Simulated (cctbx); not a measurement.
# Lattice, Laue class and space group of a new crystal

Cell: a = 11.3070 Å, b = 11.3070 Å, c = 11.3070 Å, α = 90.00°, β = 90.00°, γ = 90.00°. Expected content of the cell: In40 O32.

Simulated single-crystal data (cctbx): Mo Kα, λ = 0.71073 Å, to d = 0.7 Å, 95 % of the full sphere, strongest reflection 40000 counts, noise from counting, a 3 % proportional error and a noise floor of 2 counts (s.d.); no absorption.

Tests on the unmerged data give:

```text
16680 reflections to d = 0.701 A
centring   violations  <I/sigma> of those
    A       6593 of  8292     14.7
    B       6602 of  8309     14.7
    C       6603 of  8317     14.7
    I       6974 of  8344     15.2
    R       9106 of 11142     14.7
    F       9899 of 12459     14.7
Laue class    unique    Rint  (classes that these axes allow; Friedel mates merged)
P -1             8755   0.022
P 1 2/m 1        4602   0.026
P 1 1 2/m        4602   0.027
P 2/m 1 1        4599   0.026
P m m m          2514   0.029
P 4/m            2309   0.564
P 4/m m m        1336   0.564
R -3 :R          2932   0.028
R -3 m :R        1616   0.564
P m -3            844   0.030
P m -3 m          501   0.565
space group    extra absences  I>4sigma  <I/sigma>
P 2 3                   0          0         -  acentric
P 21 3                 44          0      -0.0  acentric
P m -3                  0          0         -  centric
P a -3               1171          0      -0.0  centric
Wilson B = 1.04 A^2   <|E^2-1|> = 0.954 (0.968 centric, 0.736 acentric)   E^2>4: 4.2 %
shell (A)         n   <I/sigma>
11.31 - 1.40    123     63.8
 1.40 - 1.11    106     72.6
 1.11 - 0.97    106     70.3
 0.97 - 0.88    100     58.7
 0.88 - 0.82    108     63.0
 0.82 - 0.77    100     65.0
 0.77 - 0.73    102     47.2
 0.73 - 0.70     99     50.1
```

**Question.** What are the lattice type, the Laue class and the likely space group?

Every centring test has many violations, so the lattice is primitive.

Rint stays low (0.022 to 0.030) up to P m -3 and is 0.564 or more in the other classes.

4 settings pass the absence test. The most absences obeyed, 1171, belong to P a -3 alone.

⟨|E²−1|⟩ = 0.954 leans to a centrosymmetric structure. The Wilson B of 1.04 Å² means U ≈ 0.0132 Å².

The true group is Pa-3 (no. 205), Laue class m-3, centrosymmetric. The tables fix it.

The model was made for the exercise: a known structure type with other elements put in, its volume estimated, not relaxed; displacement parameters are assumed.

[Logs are printed without paths, hosts, clocks, repeated set-up lines and the standing remarks that a program may print on its own settings, such as how far it seeks lower states.]
